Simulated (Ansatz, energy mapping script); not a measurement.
# MnS in the rock-salt structure: J from the energies of magnetic orders, part 2 of 3

Aim: the exchange couplings of MnS in the rock-salt structure from the energies of a few collinear orders, and the ordering temperature that they give.

PBE with U = 4.4 eV on Mn d, ortho-atomic projectors; plane waves, U on orthogonalised atomic orbitals unless named otherwise, collinear spin, no spin–orbit coupling.

So far. Step 4 (Order 1: parallel, cell A of 4 atoms): The run ends ferromagnetic.

### 5. Compensated +− start in cell A (4 atoms)

This order reverses 6 of the 12 neighbours at 3.77 Å, 6 of the 6 neighbours at 5.33 Å and 12 of the 24 neighbours at 6.52 Å, counted for an average magnetic atom.

input.yaml

```yaml
crystal:
  lattice:
    - [0.0, -2.663168897, -2.663168897]
    - [-2.663168897, 0.0, -2.663168897]
    - [2.663168897, 2.663168897, -5.326337794]
  atoms:
    - { symbol: Mn, position: [0.5, 0.5, 0.5], spin: 4.5 }
    - { symbol: Mn, position: [0.0, 0.0, 0.0], spin: -4.5 }
    - { symbol: S, position: [0.75, 0.75, 0.75] }
    - { symbol: S, position: [0.25, 0.25, 0.25] }
magnetization:
  spin_polarized: true
kpoints:
  mp_grid: { grid: [8, 8, 8] }
hamiltonian:
  xc: pbe
  hubbard:
    sites:
      - { species: Mn, l: d, u_eff: 4.4 }
      - { site: 0, l: d, u_eff: 4.4, starting_ns: [{ spin: up, occupation_matrix: mn1_major }, { spin: down, occupation_matrix: mn1_minor }] }
      - { site: 1, l: d, u_eff: 4.4, starting_ns: [{ spin: up, occupation_matrix: mn1_minor }, { spin: down, occupation_matrix: mn1_major }] }
    projectors: ortho-atomic
    occupation_matrices:
      mn1_major:
        matrix:
          - [0.994, 0.0, 0.0, 0.0, 0.0]
          - [0.0, 0.999, 0.0, 0.0, 0.0]
          - [0.0, 0.0, 0.999, 0.0, 0.0]
          - [0.0, 0.0, 0.0, 0.994, 0.0]
          - [0.0, 0.0, 0.0, 0.0, 0.999]
      mn1_minor:
        matrix:
          - [0.095, 0.0, 0.0, 0.0, 0.0]
          - [0.0, 0.021, 0.0, 0.0, 0.0]
          - [0.0, 0.0, 0.021, 0.0, 0.0]
          - [0.0, 0.0, 0.0, 0.095, 0.0]
          - [0.0, 0.0, 0.0, 0.0, 0.021]
scf:
  occupations: { method: fermi_dirac, width: 0.04 }
output:
  eigenvalues: true
  write_density: true
  write_potential: true
  elf: true
  volumetric_format: npy
```

Launch:

```console
ansatz run input.yaml --threads 4 --pin off --max-ram 8192MiB --backend cpu --events-out ev --progress --plain --runs-dir out
```

Numbers of over 12 decimals in the logs are rounded to 6 here.

Output:

```text
[...]
Crystal: 4 atoms, lattice volume = 75.554 Å³
Basis set: ecut = 420 eV, 1479 PW (Γ)
Bands: 31, of which v1, the nominal top of the filled ones, is band 21 counted from 1 (20 counted from 0)
Symmetry: 12 space group operations
[...]
k-points: 65 of 512
[...]
Starting moments: Σ|m| = 9 μB on 2 of 4 sites
Starting magnetic order: antiferromagnet; a translation exchanges its spin sublattices: spin-degenerate at every k-point
[...]
the translation (0.5, 0.5, 0.5) carries every atom to within crystal.symmetry.tolerance of an atom of its element with the starting moment reversed, but both spin channels are solved: the dense FFT box has an odd point count along it
SCF iter   1: F=—  HF=-9602.148377 eV  |F-HF|=—  |Δ(HF+E_count)|=         —  Δρ=4.69e-2 (↑4.69e-2 ↓4.69e-2)  dr2=3.73e0  dr2_m=4.10e-1  M=-0.000 μB ∫|m|=9.295 μB  β_m=1.00  ethr=3.10e-3  ⟨swp⟩=4.2  Hψ=14995  notcnv=0
[...]
SCF iter  11: F=-9602.153407 eV  HF=-9602.153407 eV  |F-HF|=5.62e-9  |Δ(HF+E_count)|=   1.66e-7  Δρ=4.07e-6 (↑4.07e-6 ↓4.06e-6)  dr2=2.97e-8  dr2_m=6.30e-10  M=0.000 μB ∫|m|=9.599 μB  ethr=2.38e-10  ⟨swp⟩=8.5  Hψ=16006  notcnv=0
SCF 1 converged in 11 iterations: F = -9602.153407 eV  dr2 = 2.97e-8
[...]
SCF converged after 11 iterations
Magnetization: 0.0000 μB (21.0000 up, 21.0000 down)
Absolute magnetization: 9.6009 μB (∫|ρ↑−ρ↓|, with the PAW one-centre terms)
[...]
Per-site moments (μB) at R_I (Å): [(4.500841, 1.098557), (-4.500842, 1.098557), (-2.3957028065569157e-7, 1.098557), (-2.3957028016457657e-7, 1.098557)]
Free energy (F): -9602.153407 eV
[...]
Internal energy: -9602.153407 eV  (E = F + TS)
E sigma→0 (E₀):  -9602.153407 eV
Fermi energy:    9.587765 eV
[...]
--- Specified on-site occupations, and those of the state reported ---
  electrons in the specified blocks: 10.4760 specified, 10.5281 found
[...]
--- Band table (eV; the first three rows and the last of 130) ---
  k-point 0 ↑: bands = [... 17 lower, 7.7590, 7.8805, 7.8805, 7.8827, 11.1568, 12.0750, 12.0750, 12.1378, ... 6 higher]
  k-point 1 ↑: bands = [... 17 lower, 7.5766, 7.5900, 8.0724, 8.0724, 11.4445, 12.0246, 12.0616, 12.0616, ... 6 higher]
  k-point 2 ↑: bands = [... 17 lower, 7.3858, 7.3858, 8.2870, 8.2870, 11.8262, 12.0218, 12.0218, 12.1311, ... 6 higher]
  k-point 64 ↓: bands = [... 17 lower, 5.4502, 6.1489, 7.3841, 7.4646, 11.4339, 12.1757, 12.2864, 12.5442, ... 6 higher]
Occupation matrices written to <dir>
```

Elapsed: 5.7 s, on 4 threads of Arm Neoverse V1, shared host; peak memory 0.56 GiB.

Spin moment in the sphere by atom:

```tsv
atom	spin moment in the sphere (μB)
Mn1	4.50
Mn2	-4.50
S3	0.00
S4	0.00
```

The run ends antiferromagnetic, 31.57 meV a magnetic atom below the parallel order of its cell.

Spin density in the ac plane at fractional y = 0.000, with atoms of Mn within 0.2 Å of it.

Ten even steps from '_' (-8.3 e/Å³) to '@' (0.0 e/Å³), each cell a mean:
```
::==##@@@@@@@@@@@@@@@@@@%%++
####%%@@@@@@@@@@@@@@@@@@@@%%
@@@@@@@@@@@@@@@@@@@@@@@@@@@@
@@@@@@@@@@@@@@@@@@@@@@@@@@@@
@@@@@@@@@@@@@@@@@@@@@@@@@@@@
@@@@@@@@@@@@@@@@@@@@@@@@@@@@
@@@@@@@@@@@@@@@@@@@@@@@@@@@@
@@@@@@@@@@@@@@@@@@@@@@@@@@@@
@@@@@@@@@@@@@@@@@@@@@@@@@@@@
@@@@@@@@@@@@@@@@@@@@@@@@@@@@
@@@@@@@@@@@@@@@@@@@@@@@@@@@@
@@@@@@@@@@@@@@@@@@@@@@@@@@@@
@@@@@@@@@@@@@@@@@@@@@@@@@@@@
@@@@@@@@@@@@@@@@@@@@@@@@@@@@
@@@@@@@@@@@@@@@@@@@@@@@@@@@@
@@@@@@@@@@@@@@@@@@@@@@@@@@@@
@@@@@@@@@@@@@@@@@@@@@@@@@@@@
@@@@@@@@@@@@@@@@@@@@@@@@@@@@
@@@@@@@@@@@@@@@@@@@@@@@@@@@@
@@@@@@@@@@@@@@@@@@@@@@@@@@@@
@@@@@@@@@@@@@@@@@@@@@@@@@@@@
%%@@@@@@@@@@@@@@@@@@@@@@%%##
==**@@@@@@@@@@@@@@@@@@@@##==
__==%%@@@@@@@@@@@@@@@@@@##::
```
Columns run along a (3.8 Å), rows up along c (6.5 Å). Atoms in or near the plane, at fractional coordinates: Mn at (0.00, 0.00).

ELF in the ac plane at fractional y = 0.000, with atoms of Mn within 0.2 Å of it. It is the smooth field of the valence electrons, not physical close to the nuclei.

Ten even steps from '_' (0.04) to '@' (0.88), each cell a mean:
```
@@%%**::____........__::++%%
####++::....------::....--++
----::....--++**##**==....::
....____::++##%%%%%%##++::..
______..--**%%@@@@@@@@##++::
..____..--**%%@@@@@@@@%%##==
::______--**%%@@@@@@@@@@%%++
::______..++##@@@@@@@@@@%%**
::________::++##%%@@@@%%##++
..________..::++**######**==
____________..::--==++==--::
____........____....::::..__
....--====--::..____________
::==++####**++--..__________
--++##%%@@%%%%**==..________
--**%%@@@@@@@@%%**--..______
--**%%@@@@@@@@@@##++::______
::++%%@@@@@@@@@@%%**::______
..--**%%@@@@@@@@%%++::..____
__..--**%%%%@@%%##==::______
::....--**######++--....::::
**==....::======--....::++**
%%##==..__........__..==##%%
@@%%**::____________..--##@@
```
Columns run along a (3.8 Å), rows up along c (6.5 Å). Atoms in or near the plane, at fractional coordinates: Mn at (0.00, 0.00).

### 6. Order 3: parallel, cell B of 4 atoms

A new cell needs its own zero of energy.

This run holds the same structure in another cell (c 6.523 → 5.326 Å, α 73.2 → 90.0°, β 73.2 → 90.0°, γ 60.0 → 90.0°).

input.yaml

```yaml
crystal:
  lattice:
    - [0.0, -2.663168897, -2.663168897]
    - [0.0, 2.663168897, -2.663168897]
    - [5.326337794, 0.0, 0.0]
  atoms:
    - { symbol: Mn, position: [0.5, 0.5, 0.5], spin: 4.5 }
    - { symbol: Mn, position: [0.0, 0.0, 0.0], spin: 4.5 }
    - { symbol: S, position: [0.5, 0.5, 0.0] }
    - { symbol: S, position: [0.0, 0.0, 0.5] }
magnetization:
  spin_polarized: true
kpoints:
  mp_grid: { grid: [7, 7, 5] }
hamiltonian:
  xc: pbe
  hubbard:
    sites:
      - { species: Mn, l: d, u_eff: 4.4 }
      - { site: 0, l: d, u_eff: 4.4, starting_ns: [{ spin: up, occupation_matrix: mn1_major }, { spin: down, occupation_matrix: mn1_minor }] }
      - { site: 1, l: d, u_eff: 4.4, starting_ns: [{ spin: up, occupation_matrix: mn1_major }, { spin: down, occupation_matrix: mn1_minor }] }
    projectors: ortho-atomic
    occupation_matrices:
      mn1_major:
        matrix:
          - [0.994, 0.0, 0.0, 0.0, 0.0]
          - [0.0, 0.999, 0.0, 0.0, 0.0]
          - [0.0, 0.0, 0.999, 0.0, 0.0]
          - [0.0, 0.0, 0.0, 0.994, 0.0]
          - [0.0, 0.0, 0.0, 0.0, 0.999]
      mn1_minor:
        matrix:
          - [0.095, 0.0, 0.0, 0.0, 0.0]
          - [0.0, 0.021, 0.0, 0.0, 0.0]
          - [0.0, 0.0, 0.021, 0.0, 0.0]
          - [0.0, 0.0, 0.0, 0.095, 0.0]
          - [0.0, 0.0, 0.0, 0.0, 0.021]
scf:
  occupations: { method: fermi_dirac, width: 0.04 }
output:
  eigenvalues: true
```

Output:

```text
[...]
Crystal: 4 atoms, lattice volume = 75.554 Å³
Basis set: ecut = 420 eV, 1465 PW (Γ)
Bands: 31, of which v1, the nominal top of the filled ones, is band 21 counted from 1 (20 counted from 0)
Symmetry: 32 space group operations
[...]
k-points: 30 of 245
[...]
Starting moments: Σ|m| = 9 μB on 2 of 4 sites
[...]
k-point 0 ↑: bands = [... 17 lower, 3.8904, 3.8904, 3.9691, 4.6047, 6.2922, 6.2922, 7.8307, 7.8307, ... 6 higher]
  k-point 1 ↑: bands = [... 17 lower, 3.6627, 3.7979, 3.7979, 5.4843, 6.4971, 6.4971, 7.3809, 7.7334, ... 6 higher]
  k-point 2 ↑: bands = [... 17 lower, 3.6142, 3.6207, 3.6207, 6.3026, 6.8188, 6.9610, 6.9610, 7.4297, ... 6 higher]
  k-point 29 ↓: bands = [... 17 lower, 11.8230, 11.8610, 12.0598, 12.3237, 12.3830, 12.4769, 12.5809, 12.7704, ... 6 higher]
Occupation matrices written to <dir>
[key lines of the parts left out:]
SCF converged after 12 iterations
Magnetization: 10.0000 μB (26.0000 up, 16.0000 down)
Free energy (F): -9602.089857 eV
Fermi energy:    9.553232 eV
```

It took 2.8 s on 4 threads; peak memory 0.43 GiB; 10 s of CPU time.

The run ends ferromagnetic. For each magnetic atom its energy differs from the parallel run of the first cell by 0.20 meV, an error that one common reference would have brought in.

### 7. Order 4: compensated +−, cell B of 4 atoms

This order reverses 8 of the 12 neighbours at 3.77 Å, 0 of the 6 neighbours at 5.33 Å and 16 of the 24 neighbours at 6.52 Å, counted for an average magnetic atom.

Edit input.yaml of step 6 so:

```diff
@@ -7,3 +7,3 @@
     - { symbol: Mn, position: [0.5, 0.5, 0.5], spin: 4.5 }
-    - { symbol: Mn, position: [0.0, 0.0, 0.0], spin: 4.5 }
+    - { symbol: Mn, position: [0.0, 0.0, 0.0], spin: -4.5 }
     - { symbol: S, position: [0.5, 0.5, 0.0] }
@@ -20,3 +20,3 @@
       - { site: 0, l: d, u_eff: 4.4, starting_ns: [{ spin: up, occupation_matrix: mn1_major }, { spin: down, occupation_matrix: mn1_minor }] }
-      - { site: 1, l: d, u_eff: 4.4, starting_ns: [{ spin: up, occupation_matrix: mn1_major }, { spin: down, occupation_matrix: mn1_minor }] }
+      - { site: 1, l: d, u_eff: 4.4, starting_ns: [{ spin: up, occupation_matrix: mn1_minor }, { spin: down, occupation_matrix: mn1_major }] }
     projectors: ortho-atomic
```

Output:

```text
[...]
Crystal: 4 atoms, lattice volume = 75.554 Å³
Basis set: ecut = 420 eV, 1465 PW (Γ)
Bands: 31, of which v1, the nominal top of the filled ones, is band 21 counted from 1 (20 counted from 0)
Symmetry: 16 space group operations
[...]
k-points: 30 of 245
[...]
Starting moments: Σ|m| = 9 μB on 2 of 4 sites
[...]
k-point 1 ↑: bands = [... 17 lower, 6.5488, 7.3463, 7.7634, 7.7634, 10.8601, 11.0235, 11.5643, 11.9607, ... 6 higher]
  k-point 2 ↑: bands = [... 17 lower, 6.8596, 6.8596, 7.4523, 7.4523, 11.0336, 11.5631, 11.9010, 12.3367, ... 6 higher]
  k-point 29 ↓: bands = [... 17 lower, 5.4568, 5.8486, 6.1106, 6.8642, 11.8203, 12.0095, 12.1329, 12.3168, ... 6 higher]
Occupation matrices written to <dir>
[key lines of the parts left out:]
SCF converged after 12 iterations
Magnetization: -0.0000 μB (21.0000 up, 21.0000 down)
Free energy (F): -9602.113407 eV
Fermi energy:    9.570899 eV
```

Elapsed: 2.6 s, on 4 threads; peak memory 0.44 GiB.

The run ends antiferromagnetic, 11.78 meV a magnetic atom below the parallel order of its cell.

### 8. Parallel start in cell C (6 atoms)

A new cell needs its own zero of energy.

input.yaml

```yaml
crystal:
  lattice:
    - [0.0, 2.663168897, 2.663168897]
    - [-2.663168897, 0.0, -2.663168897]
    - [-5.326337794, -5.326337794, 5.326337794]
  atoms:
    - { symbol: Mn, position: [0.0, 0.0, 0.0], spin: 4.5 }
    - { symbol: Mn, position: [0.333333333, 0.666666667, 0.666666667], spin: 4.5 }
    - { symbol: Mn, position: [0.666666667, 0.333333333, 0.333333333], spin: 4.5 }
    - { symbol: S, position: [0.666666667, 0.333333333, 0.833333333] }
    - { symbol: S, position: [0.0, 0.0, 0.5] }
    - { symbol: S, position: [0.333333333, 0.666666667, 0.166666667] }
magnetization:
  spin_polarized: true
kpoints:
  mp_grid: { grid: [8, 8, 3] }
hamiltonian:
  xc: pbe
  hubbard:
    sites:
      - { species: Mn, l: d, u_eff: 4.4 }
      - { site: 0, l: d, u_eff: 4.4, starting_ns: [{ spin: up, occupation_matrix: mn1_major }, { spin: down, occupation_matrix: mn1_minor }] }
      - { site: 1, l: d, u_eff: 4.4, starting_ns: [{ spin: up, occupation_matrix: mn1_major }, { spin: down, occupation_matrix: mn1_minor }] }
      - { site: 2, l: d, u_eff: 4.4, starting_ns: [{ spin: up, occupation_matrix: mn1_major }, { spin: down, occupation_matrix: mn1_minor }] }
    projectors: ortho-atomic
    occupation_matrices:
      mn1_major:
        matrix:
          - [0.994, 0.0, 0.0, 0.0, 0.0]
          - [0.0, 0.999, 0.0, 0.0, 0.0]
          - [0.0, 0.0, 0.999, 0.0, 0.0]
          - [0.0, 0.0, 0.0, 0.994, 0.0]
          - [0.0, 0.0, 0.0, 0.0, 0.999]
      mn1_minor:
        matrix:
          - [0.095, 0.0, 0.0, 0.0, 0.0]
          - [0.0, 0.021, 0.0, 0.0, 0.0]
          - [0.0, 0.0, 0.021, 0.0, 0.0]
          - [0.0, 0.0, 0.0, 0.095, 0.0]
          - [0.0, 0.0, 0.0, 0.0, 0.021]
scf:
  occupations: { method: fermi_dirac, width: 0.04 }
output:
  eigenvalues: true
```

Output:

```text
[...]
Crystal: 6 atoms, lattice volume = 113.331 Å³
Basis set: ecut = 420 eV, 2227 PW (Γ)
Bands: 46, of which v1, the nominal top of the filled ones, is band 32 counted from 1 (31 counted from 0)
Symmetry: 36 space group operations
[...]
k-points: 25 of 192
[...]
Starting moments: Σ|m| = 13.5 μB on 3 of 6 sites
[...]
k-point 0 ↑: bands = [... 28 lower, 3.6898, 3.6898, 5.1329, 5.1329, 7.8306, 7.8306, 7.8307, 8.7311, ... 10 higher]
  k-point 1 ↑: bands = [... 28 lower, 3.7781, 3.7781, 4.8866, 5.8586, 7.0355, 7.9736, 7.9736, 8.3269, ... 10 higher]
  k-point 2 ↑: bands = [... 28 lower, 3.7508, 3.7696, 5.2161, 5.2567, 7.0388, 7.6034, 7.8636, 8.0093, ... 10 higher]
  k-point 24 ↓: bands = [... 28 lower, 12.1582, 12.2160, 12.2715, 12.3537, 12.5266, 12.5934, 12.6815, 12.7545, ... 10 higher]
Occupation matrices written to <dir>
[key lines of the parts left out:]
SCF converged after 12 iterations
Magnetization: 15.0000 μB (39.0000 up, 24.0000 down)
Free energy (F): -14403.135349 eV
Fermi energy:    9.527195 eV
```

Run time: 5 s. Hardware: 4 threads; peak memory 0.56 GiB.

The run ends ferromagnetic. For each magnetic atom its energy differs from the parallel run of the first cell by 0.01 meV, an error that one common reference would have brought in.

### 9. Run 6 (uncompensated ++−; cell C, 6 atoms)

This order reverses 4 of the 12 neighbours at 3.77 Å, 4 of the 6 neighbours at 5.33 Å and 12 of the 24 neighbours at 6.52 Å, counted for an average magnetic atom.

Edit input.yaml of step 8 so:

```diff
@@ -8,3 +8,3 @@
     - { symbol: Mn, position: [0.333333333, 0.666666667, 0.666666667], spin: 4.5 }
-    - { symbol: Mn, position: [0.666666667, 0.333333333, 0.333333333], spin: 4.5 }
+    - { symbol: Mn, position: [0.666666667, 0.333333333, 0.333333333], spin: -4.5 }
     - { symbol: S, position: [0.666666667, 0.333333333, 0.833333333] }
@@ -23,3 +23,3 @@
       - { site: 1, l: d, u_eff: 4.4, starting_ns: [{ spin: up, occupation_matrix: mn1_major }, { spin: down, occupation_matrix: mn1_minor }] }
-      - { site: 2, l: d, u_eff: 4.4, starting_ns: [{ spin: up, occupation_matrix: mn1_major }, { spin: down, occupation_matrix: mn1_minor }] }
+      - { site: 2, l: d, u_eff: 4.4, starting_ns: [{ spin: up, occupation_matrix: mn1_minor }, { spin: down, occupation_matrix: mn1_major }] }
     projectors: ortho-atomic
```

Output:

```text
[...]
Crystal: 6 atoms, lattice volume = 113.331 Å³
Basis set: ecut = 420 eV, 2227 PW (Γ)
Bands: 46, of which v1, the nominal top of the filled ones, is band 32 counted from 1 (31 counted from 0)
Symmetry: 12 space group operations
[...]
k-points: 25 of 192
[...]
Starting moments: Σ|m| = 13.5 μB on 3 of 6 sites
[...]
k-point 1 ↑: bands = [... 28 lower, 7.3647, 7.3647, 8.0977, 8.0977, 8.6334, 8.6334, 11.7106, 11.8916, ... 10 higher]
  k-point 2 ↑: bands = [... 28 lower, 7.1098, 7.3080, 7.8726, 7.8759, 8.1638, 8.5543, 11.6863, 11.8619, ... 10 higher]
  k-point 24 ↓: bands = [... 28 lower, 7.4624, 11.4778, 11.9076, 12.2135, 12.2244, 12.2489, 12.4086, 12.5116, ... 10 higher]
Occupation matrices written to <dir>
[key lines of the parts left out:]
SCF converged after 12 iterations
Magnetization: 5.0000 μB (34.0000 up, 29.0000 down)
Free energy (F): -14403.211070 eV
Fermi energy:    9.571259 eV
```

Run time: 5 s. Hardware: 4 threads; peak memory 0.58 GiB; 19 s of CPU time.

The run ends ferrimagnetic, 25.24 meV a magnetic atom below the parallel order of its cell.

### 10. Run 7 (parallel; cell D, 6 atoms)

A new cell needs its own zero of energy.

This run holds the same structure in another cell (b 3.766 → 5.326 Å, c 9.225 → 6.523 Å, α 90.0 → 114.1°, β 90.0 → 106.8°, γ 120.0 → 90.0°).

input.yaml

```yaml
crystal:
  lattice:
    - [0.0, -2.663168897, -2.663168897]
    - [-5.326337794, 0.0, 0.0]
    - [2.663168897, 5.326337794, -2.663168897]
  atoms:
    - { symbol: Mn, position: [0.666666667, 0.666666667, 0.333333333], spin: 4.5 }
    - { symbol: Mn, position: [0.333333333, 0.333333333, 0.666666667], spin: 4.5 }
    - { symbol: Mn, position: [0.0, 0.0, 0.0], spin: 4.5 }
    - { symbol: S, position: [0.666666667, 0.166666667, 0.333333333] }
    - { symbol: S, position: [0.333333333, 0.833333333, 0.666666667] }
    - { symbol: S, position: [0.0, 0.5, 0.0] }
magnetization:
  spin_polarized: true
kpoints:
  mp_grid: { grid: [7, 7, 7] }
hamiltonian:
  xc: pbe
  hubbard:
    sites:
      - { species: Mn, l: d, u_eff: 4.4 }
      - { site: 0, l: d, u_eff: 4.4, starting_ns: [{ spin: up, occupation_matrix: mn1_major }, { spin: down, occupation_matrix: mn1_minor }] }
      - { site: 1, l: d, u_eff: 4.4, starting_ns: [{ spin: up, occupation_matrix: mn1_major }, { spin: down, occupation_matrix: mn1_minor }] }
      - { site: 2, l: d, u_eff: 4.4, starting_ns: [{ spin: up, occupation_matrix: mn1_major }, { spin: down, occupation_matrix: mn1_minor }] }
    projectors: ortho-atomic
    occupation_matrices:
      mn1_major:
        matrix:
          - [0.994, 0.0, 0.0, 0.0, 0.0]
          - [0.0, 0.999, 0.0, 0.0, 0.0]
          - [0.0, 0.0, 0.999, 0.0, 0.0]
          - [0.0, 0.0, 0.0, 0.994, 0.0]
          - [0.0, 0.0, 0.0, 0.0, 0.999]
      mn1_minor:
        matrix:
          - [0.095, 0.0, 0.0, 0.0, 0.0]
          - [0.0, 0.021, 0.0, 0.0, 0.0]
          - [0.0, 0.0, 0.021, 0.0, 0.0]
          - [0.0, 0.0, 0.0, 0.095, 0.0]
          - [0.0, 0.0, 0.0, 0.0, 0.021]
scf:
  occupations: { method: fermi_dirac, width: 0.04 }
output:
  eigenvalues: true
```

Output:

```text
[...]
Crystal: 6 atoms, lattice volume = 113.331 Å³
Basis set: ecut = 420 eV, 2185 PW (Γ)
Bands: 46, of which v1, the nominal top of the filled ones, is band 32 counted from 1 (31 counted from 0)
Symmetry: 24 space group operations
[...]
k-points: 64 of 343
[...]
Starting moments: Σ|m| = 13.5 μB on 3 of 6 sites
[...]
k-point 0 ↑: bands = [... 28 lower, 3.9874, 3.9874, 5.4732, 5.4732, 5.5265, 5.5265, 7.8306, 7.8306, ... 10 higher]
  k-point 1 ↑: bands = [... 28 lower, 3.9139, 4.1605, 5.0117, 5.4550, 5.6009, 6.0577, 7.2820, 7.4380, ... 10 higher]
  k-point 2 ↑: bands = [... 28 lower, 3.8710, 4.4197, 4.5367, 5.5304, 5.8871, 6.5728, 6.7012, 6.7253, ... 10 higher]
  k-point 63 ↓: bands = [... 28 lower, 12.3308, 12.4641, 12.4641, 12.4761, 12.4762, 12.6430, 12.6430, 12.7541, ... 10 higher]
Occupation matrices written to <dir>
[key lines of the parts left out:]
SCF converged after 12 iterations
Magnetization: 15.0000 μB (39.0000 up, 24.0000 down)
Free energy (F): -14403.135369 eV
Fermi energy:    9.593136 eV
```

Wall time 12 s (4 threads); peak memory 0.81 GiB.

The run ends ferromagnetic. For each magnetic atom its energy differs from the parallel run of the first cell by 0.01 meV, an error that one common reference would have brought in.

[end of part 2 of 3]

[Logs and program files are shortened in this print: banners, set-up blocks, solver, clock and traceback lines can be left out without a mark of their own.]

[Logs are printed without paths, hosts, clocks, repeated set-up lines and the standing remarks that a program may print on its own settings, such as how far it seeks lower states.]

[Hosts, paths, dates, database ids (printed as entryN), source tags and the programs' standing remarks are cut or masked in the printed files.]

[Where a cell is said to come from a database of computed structures, the database is the Materials Project.]
